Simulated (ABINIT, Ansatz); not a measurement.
# NaAsF6 (R-3): changed settings of a GW run in ABINIT, part 2 of 2

Aim: change inputs of a GW run on NaAsF6 (R-3) and see what moves.

ABINIT 10.8.3; PBEsol and many-body steps on it, plane waves. Known limits of the many-body steps: not at the basis limit; no spin-orbit coupling; coarse k mesh.

So far. Step 2 (Screening, 2×2×2 mesh, 107 bands, screening to 114.3 eV): Local fields lower ε∞ by 10 %. On a Γ-centred mesh this coarse the value itself is usually too large, while a short band sum pulls it down. Step 3 (Base): The gap on the mesh goes from 5.62 eV to 10.65 eV, a correction of +5.03 eV.

**4. Smaller part of the screening matrix**

Level of this step: G0W0 on PBEsol, plane waves, norm-conserving pseudopotentials (ABINIT).

run.abi reads:

```
acell 3*1.0 Angstrom
rprim 
  2.548317025914 1.471271520892 4.707294566700
  -2.548317025914 1.471271520892 4.707294566700
  0.000000000000 -2.942543041784 4.707294566700
ntypat 3
znucl 11 33 9
natom 8
typat 1 2 3 3 3 3 3 3
xred 
  0.500000000000 0.500000000000 0.500000000000
  -0.000000000000 0.000000000000 0.000000000000
  0.348130510000 0.076071740000 0.790012280000
  0.790012280000 0.348130510000 0.076071740000
  0.076071740000 0.790012280000 0.348130510000
  0.651869490000 0.923928260000 0.209987720000
  0.209987720000 0.651869490000 0.923928260000
  0.923928260000 0.209987720000 0.651869490000
pp_dirpath "pseudos"
pseudos "Na.upf, As.upf, F.upf"
ecut 44
ngkpt 2 2 2
nshiftk 1
shiftk 0 0 0
kptopt 1
chksymbreak 0
istwfk *1
occopt 1
irdwfk 1
optdriver 4
nband 107
gwcalctyp 0
ecutsigx 44
symsigma 1
nkptgw 2
kptgw 
  0.5000000000 0.5000000000 0.0000000000
  0.0000000000 0.0000000000 0.0000000000
bdgw 
  36 39
  36 39
ecuteps 2.1
irdscr 1
ppmodel 1
indata_prefix "in"
outdata_prefix "out"
tmpdata_prefix "tmp"
```

Run with:

```
$ OMP_NUM_THREADS=1 mpirun -n 4 abinit run.abi > log
```

The program printed:

```text
.Version 10.8.3 of ABINIT. v10.8.2 released Aug 2026.

 Symmetries : space group R-3 (#148); Bravais hR (rhombohedral)
[... echo of the input left out ...]
== DATASET  1 ==================================================================
-   mpi_nproc: 4, omp_nthreads: 1 (-1 if OMP is not activated)

--- !DatasetInfo
iteration_state: {dtset: 1, }
dimensions: {natom: 8, nkpt: 4, mband: 107, nsppol: 1, nspinor: 1, nspden: 1, mpw: 9990, }
cutoff_energies: {ecut:  44.0, pawecutdg:  -1.0, }
electrons: {nelect:   7.40000000E+01, charge:   0.00000000E+00, occopt:   1.00000000E+00, tsmear:   1.00000000E-02, }

 SIGMA: Calculation of the GW corrections

 Based on a program developped by R.W. Godby, V. Olevano, G. Onida, and L. Reining.
 Incorporated in ABINIT by V. Olevano, G.-M. Rignanese, and M. Torrent.
.Using double precision arithmetic ; gwpc =  8

[... cell and pseudopotentials left out ...]
--------------------------------------------------------------------------------

 ==== K-mesh for the wavefunctions ====
 Number of points in the irreducible wedge :     4
[... list of points left out ...]
 Together with  6 symmetry operations and time-reversal symmetry
 yields     8 points in the full Brillouin Zone.

 ==== Q-mesh for screening function ====
 Number of points in the irreducible wedge :     4
[... list of points left out ...]
 Together with  6 symmetry operations and time-reversal symmetry
 yields     8 points in the full Brillouin Zone.

 vcoul_init : cutoff-mode = AUXILIARY_FUNCTION
 q-points for optical limit:   1
     1)      0.000010    0.000020    0.000030
 setmesh: FFT mesh size selected  =    64x   64x   64
          total number of points  =       262144

 Number of electrons calculated from density =   74.0000; Expected =   74.0000
[...]
number of omega for Sigma on real axis              0
 max omega for Sigma on real axis  [eV]           0.00
 zcut for avoiding poles [eV]                     0.10

 EPSILON^-1 parameters (SCR file):
 dimension of the eps^-1 matrix on file            297
 dimension of the eps^-1 matrix used               119
 number of plane-waves for wavefunctions          9975
 number of bands                                   107
 number of q-points in IBZ                           4
 number of frequencies                               2
 number of real frequencies                          1
 number of imag frequencies                          1

 matrix elements of self-energy operator (all in [eV])

 Perturbative Calculation

--- !SelfEnergy_ee
iteration_state: {dtset: 1, }
kpoint     : [   0.500,    0.500,    0.000, ]
spin       : 1
KS_gap     :    6.517
QP_gap     :   12.722
Delta_QP_KS:    6.204
data: !SigmaeeData |
     Band     E0 <VxcDFT>   SigX SigC(E0)      Z dSigC/dE  Sig(E)    E-E0       E
       36  -2.343 -22.815 -30.381   4.337   0.850  -0.176 -25.561  -2.745  -5.088
       37  -2.248 -22.989 -30.547   4.350   0.850  -0.176 -25.717  -2.728  -4.976
       38   4.269 -22.054 -16.478  -1.624   0.880  -0.137 -18.578   3.477   7.746
[...]
--- !SelfEnergy_ee
iteration_state: {dtset: 1, }
kpoint     : [   0.000,    0.000,    0.000, ]
spin       : 1
KS_gap     :    5.695
QP_gap     :   11.288
Delta_QP_KS:    5.593
data: !SigmaeeData |
     Band     E0 <VxcDFT>   SigX SigC(E0)      Z dSigC/dE  Sig(E)    E-E0       E
[...]
38   3.369 -18.476 -13.487  -1.792   0.891  -0.123 -15.629   2.847   6.216
       39   8.269 -12.569  -7.560  -2.304   0.905  -0.105 -10.120   2.449  10.718

== END DATASET(S) ==============================================================
================================================================================

 -outvars: echo values of variables after computation  --------
           etotal      0.0000000000E+00
            nband         107
             nkpt           4
          spgroup         148
 [... the other variables as echoed above ...]

 Calculation completed.
```

Elapsed: 6.7 s, on 4 MPI ranks of Arm Neoverse V1, shared host; peak memory 1.1 GiB; 27 s of CPU time.

Numbers from this step:

```yaml
g0w0_gap_on_the_points_computed: 11.19 eV
starting_gap_on_the_mesh: 5.618 eV
k_of_the_valence_top: 0.5, 0.5, 0
k_of_the_conduction_bottom: 0, 0, 0
z_at_the_valence_top: 0.85
z_at_the_conduction_bottom: 0.891
least_direct_g0w0_gap_on_the_computed_points: 11.29 eV
```

**5. Unknown plasmon-pole model**

Changes to run.abi since step 4:

```diff
@@ -41,5 +41,5 @@
   36 39
-ecuteps 2.1
+ecuteps 4.2
 irdscr 1
-ppmodel 1
+ppmodel 7
 indata_prefix "in"
```

The program printed:

```text
.Version 10.8.3 of ABINIT. v10.8.2 released Aug 2026.

 Symmetries : space group R-3 (#148); Bravais hR (rhombohedral)
================================================================================
 Values of the parameters that define the memory need of the present run
     intxc =       0    ionmov =       0      iscf =       7    lmnmax =       6
     lnmax =       6     mgfft =      64  mpssoang =       3    mqgrid =    3001
     natom =       8  nloc_mem =       1    nspden =       1   nspinor =       1
    nsppol =       1      nsym =       6    n1xccc =    2501    ntypat =       3
    occopt =       1   xclevel =       2
-    mband =         107        mffmem =           1         mkmem =           1
       mpw =        9990          nfft =      262144          nkpt =           4
================================================================================
  Rough estimation (10% accuracy) of disk space for files :
================================================================================

--------------------------------------------------------------------------------
------------- Echo of variables that govern the present computation ------------
--------------------------------------------------------------------------------
 -outvars: echo values of preprocessed input variables --------
            acell      1.8897261259E+00  1.8897261259E+00  1.8897261259E+00 Bohr

             bdgw          36      39      36      39
      chksymbreak           0
             ecut      4.40000000E+01 Hartree
          ecuteps      4.20000000E+00 Hartree
         ecutsigx      4.40000000E+01 Hartree
          ecutwfn      4.40000000E+01 Hartree
-          fftalg         312
           irdscr           1
           irdwfk           1

[...]
pspatm : epsatm=   24.49033745
         --- l  ekb(1:nproj) -->
[...]
pspatm: atomic psp has been read  and splines computed

- F Generated using ONCVPSP code by D. R. Hamann
-  9.00000   7.00000  180301                  znucl, zion, pspdat
12 -116133 2 -1 832                           pspcod,pspxc,lmax,lloc,mmax
     nproj     2     2     1
  pspatm : epsatm=    4.89824381
         --- l  ekb(1:nproj) -->
             0    6.506434    1.065875
             1   -3.978753   -1.295852
             2   -2.394754
 pspatm: atomic psp has been read  and splines computed

   4.67746514E+03                                ecore*ucvol(ha*bohr**3)
--------------------------------------------------------------------------------

 ==== K-mesh for the wavefunctions ====
 Number of points in the irreducible wedge :     4
 Reduced coordinates and weights :

     1)     0.00000000E+00  0.00000000E+00  0.00000000E+00       0.12500
     2)     5.00000000E-01  0.00000000E+00  0.00000000E+00       0.37500
     3)     5.00000000E-01  5.00000000E-01  0.00000000E+00       0.37500
[...]
Together with  6 symmetry operations and time-reversal symmetry
 yields     8 points in the full Brillouin Zone.

 ==== Q-mesh for screening function ====
 Number of points in the irreducible wedge :     4
 Reduced coordinates and weights :

[...]
3)     5.00000000E-01  5.00000000E-01  0.00000000E+00       0.37500
     4)     5.00000000E-01  5.00000000E-01  5.00000000E-01       0.12500

 Together with  6 symmetry operations and time-reversal symmetry
 yields     8 points in the full Brillouin Zone.

 vcoul_init : cutoff-mode = AUXILIARY_FUNCTION
 q-points for optical limit:   1
     1)      0.000010    0.000020    0.000030
 setmesh: FFT mesh size selected  =    64x   64x   64
          total number of points  =       262144

 Number of electrons calculated from density =   74.0000; Expected =   74.0000
 average of density, n =  0.103554
 r_s =    1.3210
 omega_plasma =   31.0412 [eV]

--- !BUG
message: |
    Wrong ppm%model: 7

--- !BUG
message: |
    Wrong ppm%model: 7

--- from the log ---
Wrong ppm%model: 7
```

Elapsed: 3.4 s, on 4 MPI ranks; peak memory 1 GiB; 10 s of CPU time.

The run stopped with an error after 3.4 s.

The program's words: Wrong ppm%model: 7

The fault put into this input: unknown plasmon-pole model.

**6. The runs together**

Times are wall times on 4 MPI ranks of Arm Neoverse V1, shared host, good to a factor of about two. A run's time includes the screening step that it read.

```csv
run,mesh,bands,screening cutoff (eV),DFT gap (eV),gap on the mesh (eV),direct (eV),ε∞ used,time
base,2×2×2,107,114.3,5.618,10.648,10.744,1.86,58 s
smaller part of the screening matrix,2×2×2,107,57.1,5.618,11.192,11.288,1.86,53 s
```

**7. Summary of results**

| Item | Value |
| --- | --- |
| base | 10.648 eV |
| smaller part of the screening matrix | 11.192 eV |
| known limits | not at the basis limit; no spin-orbit coupling; coarse k mesh |

What this shows: Smaller part of the screening matrix: +0.544 eV against base (keys changed: ecuteps). Bands and cutoff are finite, so the gap is not at the basis limit. The miss can reach some tenths of an eV and take either sign; the mesh is an error of its own. In the first G0W0 run levels were corrected at 2 k points alone, so a gap called «on the mesh» is the least over those, and an edge elsewhere would be missed. The 2×2×2 mesh is coarse for this cell, which bears on the long-range parts of exchange and screening. The many-body steps are scalar-relativistic: spin-orbit coupling is not in them.

[Paths, hosts, dates, memory and timing lines, banners, echoed tables and standing remarks are left out of the program output.]

[Logs are printed without paths, hosts, clocks, repeated set-up lines and the standing remarks that a program may print on its own settings, such as how far it seeks lower states.]

[Runs of the session that timed out or met a known fault of the program may be left out.]

[No measured gap is set beside runs whose start may be inverted or whose files or cutoffs have a known fault.]

[Hosts, paths, dates, database ids (printed as entryN), source tags and the programs' standing remarks are cut or masked in the printed files.]

[G0W0 gaps are taken among the corrected bands and points alone; a level outside them can change the order at an edge.]

[Where Ansatz stands beside ABINIT at settings called matched, ABINIT's density can come from a denser mesh and the files from another edition; pairs whose starting gaps differed by over 0.03 eV were left out, so agreement reads better than it is.]
